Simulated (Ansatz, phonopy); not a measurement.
# GaSn (hypothetical, Fm-3m): phonons against volume, part 2 of 2

Which modes of GaSn (hypothetical) drive its thermal expansion? The crystal structure is hypothetical: it was made by swapping elements on a known structure type.

Ansatz 0.2.0; DFT PBEsol, scalar-relativistic, plane waves, PAW.

So far, highest frequency (cm⁻¹): step 6 (phonons, V/V0 1) 174.

## (10) Phonons, V/V0 0.985

Contents of input.yaml:

```yaml
crystal:
  lattice:
    - [0.0, 2.8281828508, 2.8281828508]
    - [2.8281828508, 0.0, 2.8281828508]
    - [2.8281828508, 2.8281828508, 0.0]
  atoms:
    - { symbol: Sn, position: [0.5, 0.5, 0.5] }
    - { symbol: Ga, position: [0.0, 0.0, 0.0] }
kpoints:
  mp_grid: { grid: [12, 12, 12] }
hamiltonian:
  xc: pbesol
scf:
  occupations: { method: methfessel_paxton, width: 0.15 }
output:
  eigenvalues: true
phonons:
  method: dfpt
  qmesh: [4, 4, 4]
  temperatures: { t_max: 1000, t_step: 50 }
  qpath:
    path:
      - [[0.0, 0.0, 0.0], [0.5, 0.0, 0.5], [0.625, 0.25, 0.625]]
      - [[0.375, 0.375, 0.75], [0.0, 0.0, 0.0], [0.5, 0.5, 0.5], [0.5, 0.25, 0.75], [0.5, 0.0, 0.5]]
    npoints: 10
```

On the command line:

```sh
$ ansatz run input.yaml --threads 4 --pin off --max-ram 8192MiB --backend cpu --events-out ev --progress --plain --runs-dir out
```

The job ended after 5.2 min (4 threads of Arm Neoverse V2, shared host; peak memory 3.4 GiB; 20 min of CPU time).

No LO-TO term. The phonon branches at the labelled points (cm⁻¹):

```
    point  branch 1  branch 2  branch 3  branch 4  branch 5  branch 6
        Γ         0         0         0       150       150       150
  halfway        -2        -2        48       128       155       155
        X       -21       -21        24       162       162       179
  halfway        12        22        31       157       158       177
        U        38        43        56       144       147       171
jump to K        38        43        56       144       147       171
  halfway       -23        80        83       113       116       157
        Γ         0         0         0       150       150       150
  halfway        56        56        69       125       132       132
        L        74        74        97       109       109       125
  halfway        52        55        88       116       145       147
        W         6         6        91       119       168       168
  halfway       -33        33        57       144       164       175
        X       -21       -21        24       162       162       179
```

The lowest solved frequency is -20.7 cm⁻¹, so the cell is unstable here and gives no valid free energy. The highest zone-centre mode (no LO–TO term) moved by +3.3 % for a volume change of -1.5 %.

## (11) A cell at another volume, V/V0 1.03

The cell differs from the one that the last finished run ended in (a 4.000 → 4.060 Å, b 4.000 → 4.060 Å, c 4.000 → 4.060 Å).

input.yaml, the sections that differ from step 10:

```yaml
crystal:
  lattice:
    - [0.0, 2.8706119114, 2.8706119114]
    - [2.8706119114, 0.0, 2.8706119114]
    - [2.8706119114, 2.8706119114, 0.0]
  atoms:
    - { symbol: Sn, position: [0.5, 0.5, 0.5] }
    - { symbol: Ga, position: [0.0, 0.0, 0.0] }
output:
  forces: true
  stress: true
  eigenvalues: true
# kpoints, hamiltonian, scf: as in step 10
# phonons: removed
```

It took 0.97 s on 4 threads; peak memory 0.38 GiB; 3.2 s of CPU time.

The run ends at a pressure of -1.49 GPa.

## (12) Lattice dynamics at this volume, V/V0 1.03

input.yaml, the sections that differ from step 11:

```yaml
output:
  eigenvalues: true
phonons:
  method: dfpt
  qmesh: [4, 4, 4]
  temperatures: { t_max: 1000, t_step: 50 }
  qpath:
    path:
      - [[0.0, 0.0, 0.0], [0.5, 0.0, 0.5], [0.625, 0.25, 0.625]]
      - [[0.375, 0.375, 0.75], [0.0, 0.0, 0.0], [0.5, 0.5, 0.5], [0.5, 0.25, 0.75], [0.5, 0.0, 0.5]]
    npoints: 10
# crystal, kpoints, hamiltonian, scf: as in step 11
```

It took 5.5 min on 4 threads; peak memory 3.5 GiB.

No LO-TO term. The phonon branches at the labelled points (cm⁻¹):

```
    point  branch 1  branch 2  branch 3  branch 4  branch 5  branch 6
        Γ         0         0         0       136       136       136
  halfway         9         9        34       116       140       140
        X       -15       -15        27       148       148       163
  halfway        17        22        34       143       145       160
        U        40        41        50       130       135       155
jump to K        40        41        50       130       135       155
  halfway       -22        70        73       102       105       143
        Γ         0         0         0       136       136       136
  halfway        50        50        62       113       120       120
        L        63        63        84        98        98       112
  halfway        48        50        77       105       130       132
        W        14        14        82       109       153       153
  halfway       -29        35        53       132       150       159
        X       -15       -15        27       148       148       163
```

The lowest solved frequency is -14.6 cm⁻¹, so the cell is unstable here and gives no valid free energy. The highest zone-centre mode (no LO–TO term) moved by -6.5 % for a volume change of +3.0 %.

## (13) Single point at a scaled cell, V/V0 0.97

The cell differs from the one that the last finished run ended in (a 4.060 → 3.979 Å, b 4.060 → 3.979 Å, c 4.060 → 3.979 Å).

input.yaml, the sections that differ from step 12:

```yaml
crystal:
  lattice:
    - [0.0, 2.8137530954, 2.8137530954]
    - [2.8137530954, 0.0, 2.8137530954]
    - [2.8137530954, 2.8137530954, 0.0]
  atoms:
    - { symbol: Sn, position: [0.5, 0.5, 0.5] }
    - { symbol: Ga, position: [0.0, 0.0, 0.0] }
output:
  forces: true
  stress: true
  eigenvalues: true
# kpoints, hamiltonian, scf: as in step 12
# phonons: removed
```

The job ended after 0.89 s (4 threads; peak memory 0.37 GiB; 2.9 s of CPU time).

The run ends at a pressure of 1.87 GPa.

## (14) Phonons, V/V0 0.97

Phonons at this volume give one point of F(V, T); meshes stay fixed along the series.

input.yaml, the sections that differ from step 13:

```yaml
output:
  eigenvalues: true
phonons:
  method: dfpt
  qmesh: [4, 4, 4]
  temperatures: { t_max: 1000, t_step: 50 }
  qpath:
    path:
      - [[0.0, 0.0, 0.0], [0.5, 0.0, 0.5], [0.625, 0.25, 0.625]]
      - [[0.375, 0.375, 0.75], [0.0, 0.0, 0.0], [0.5, 0.5, 0.5], [0.5, 0.25, 0.75], [0.5, 0.0, 0.5]]
    npoints: 10
# crystal, kpoints, hamiltonian, scf: as in step 13
```

Wall time 5.1 min (4 threads); peak memory 3.3 GiB; 20 min of CPU time.

No LO-TO term. Phonon branches along the path, in cm⁻¹:

```
    point  branch 1  branch 2  branch 3  branch 4  branch 5  branch 6
        Γ         0         0         0       155       155       155
  halfway        -5        -5        53       132       160       160
        X       -22       -22        22       167       167       185
  halfway        11        22        30       162       163       182
        U        37        45        58       149       152       177
jump to K        37        45        58       149       152       177
  halfway       -23        84        87       118       120       162
        Γ         0         0         0       155       155       155
  halfway        58        58        71       129       136       136
        L        78        78       101       113       113       129
  halfway        54        56        91       120       150       152
        W        -5        -5        94       123       174       174
  halfway       -35        32        58       149       169       181
        X       -22       -22        22       167       167       185
```

The lowest solved frequency is -22.4 cm⁻¹, so the cell is unstable here and gives no valid free energy. The highest zone-centre mode (no LO–TO term) moved by +6.7 % for a volume change of -3.0 %.

## (15) Single point at a scaled cell, V/V0 1.05

The cell differs from the one that the last finished run ended in (a 3.979 → 4.086 Å, b 3.979 → 4.086 Å, c 3.979 → 4.086 Å).

input.yaml, the sections that differ from step 14:

```yaml
crystal:
  lattice:
    - [0.0, 2.8890729455, 2.8890729455]
    - [2.8890729455, 0.0, 2.8890729455]
    - [2.8890729455, 2.8890729455, 0.0]
  atoms:
    - { symbol: Sn, position: [0.5, 0.5, 0.5] }
    - { symbol: Ga, position: [0.0, 0.0, 0.0] }
output:
  forces: true
  stress: true
  eigenvalues: true
# kpoints, hamiltonian, scf: as in step 14
# phonons: removed
```

Wall time 0.93 s (4 threads); peak memory 0.38 GiB.

The run ends at a pressure of -2.36 GPa.

## (16) Lattice dynamics at this volume, V/V0 1.05

input.yaml, the sections that differ from step 15:

```yaml
output:
  eigenvalues: true
phonons:
  method: dfpt
  qmesh: [4, 4, 4]
  temperatures: { t_max: 1000, t_step: 50 }
  qpath:
    path:
      - [[0.0, 0.0, 0.0], [0.5, 0.0, 0.5], [0.625, 0.25, 0.625]]
      - [[0.375, 0.375, 0.75], [0.0, 0.0, 0.0], [0.5, 0.5, 0.5], [0.5, 0.25, 0.75], [0.5, 0.0, 0.5]]
    npoints: 10
# crystal, kpoints, hamiltonian, scf: as in step 15
```

Wall time 4.9 min (4 threads); peak memory 3.5 GiB; 19 min of CPU time.

No LO-TO term. Phonon branches along the path, in cm⁻¹:

```
    point  branch 1  branch 2  branch 3  branch 4  branch 5  branch 6
        Γ         0         0         0       130       130       130
  halfway        11        11        27       111       135       135
        X       -11       -11        27       142       142       156
  halfway        18        23        34       137       139       153
        U        39        40        48       124       129       148
jump to K        39        40        48       124       129       148
  halfway       -21        66        69        98       101       137
        Γ         0         0         0       130       130       130
  halfway        47        47        60       108       115       115
        L        59        59        79        93        93       107
  halfway        46        48        73       101       124       126
        W        15        15        78       104       146       146
  halfway       -27        35        51       126       143       152
        X       -11       -11        27       142       142       156
```

The lowest solved frequency is -11.4 cm⁻¹, so the cell is unstable here and gives no valid free energy. The highest zone-centre mode (no LO–TO term) moved by -10.7 % for a volume change of +5.0 %.

## (17) Mode Grüneisen parameters

This step: DFT PBEsol, scalar-relativistic, plane waves, PAW (phonopy 4.10.0).

Volume series, by row:

```
 V/V0  V (Å³/atom)  pressure (GPa)  E - E0 (meV/atom)  gap (eV)  zero-point energy (meV/atom)  lowest on the path (cm⁻¹)  highest at Gamma without the LO-TO term (cm⁻¹)
 0.97        22.28           1.871              3.824         0                             -                      -34.7                                           155.3
0.985        22.62            0.89              0.914         0                             -                     -33.51                                           150.4
    1        22.97           0.009                  0         0                             -                     -32.22                                           145.6
1.015        23.31          -0.779              0.881         0                             -                     -30.79                                           140.8
 1.03        23.66          -1.491              3.353         0                             -                     -29.19                                             136
 1.05        24.11          -2.359              8.909         0                             -                     -27.01                                             130
```

Table of optical frequency at Gamma without the LO-TO term, mode 4 by V/V0:

```
  V/V0  optical frequency at Gamma without the LO-TO term, mode 4 (cm⁻¹)
0.9700                                                               155
0.9850                                                               150
1.0000                                                               146
1.0150                                                               141
1.0300                                                               136
1.0500                                                               130
```

## (18) Results

| Item | Value |
| --- | --- |
| lowest frequency over the volumes | -34.7 cm⁻¹ |

**Reading.** Imaginary modes appear at V/V0 = 0.97, 0.985, 1, 1.015, 1.03 and 1.05, so too few stable volumes remain for a free-energy fit. Mode Grüneisen parameters diverge near a vanishing branch and are not given. The softest solved mode at V/V0 = 0.97 is 22i cm⁻¹ at q = (0, -0.5, -0.5), and 1 of 8 solved wavevectors carry a mode beyond 8i cm⁻¹. In a metal soft modes also hang on the k-mesh and the smearing, which were not converged here. The PAW files were made for PBE and are used here under another functional, for which the program regenerates the frozen cores.

[Logs are printed without paths, hosts, clocks, repeated set-up lines and the standing remarks that a program may print on its own settings, such as how far it seeks lower states.]

[Hosts, paths, dates, database ids (printed as entryN), source tags and the programs' standing remarks are cut or masked in the printed files.]

[A step with changed settings may run another functional than the one named; its input shows which.]

[Of the runs on displaced cells, only some may be shown.]
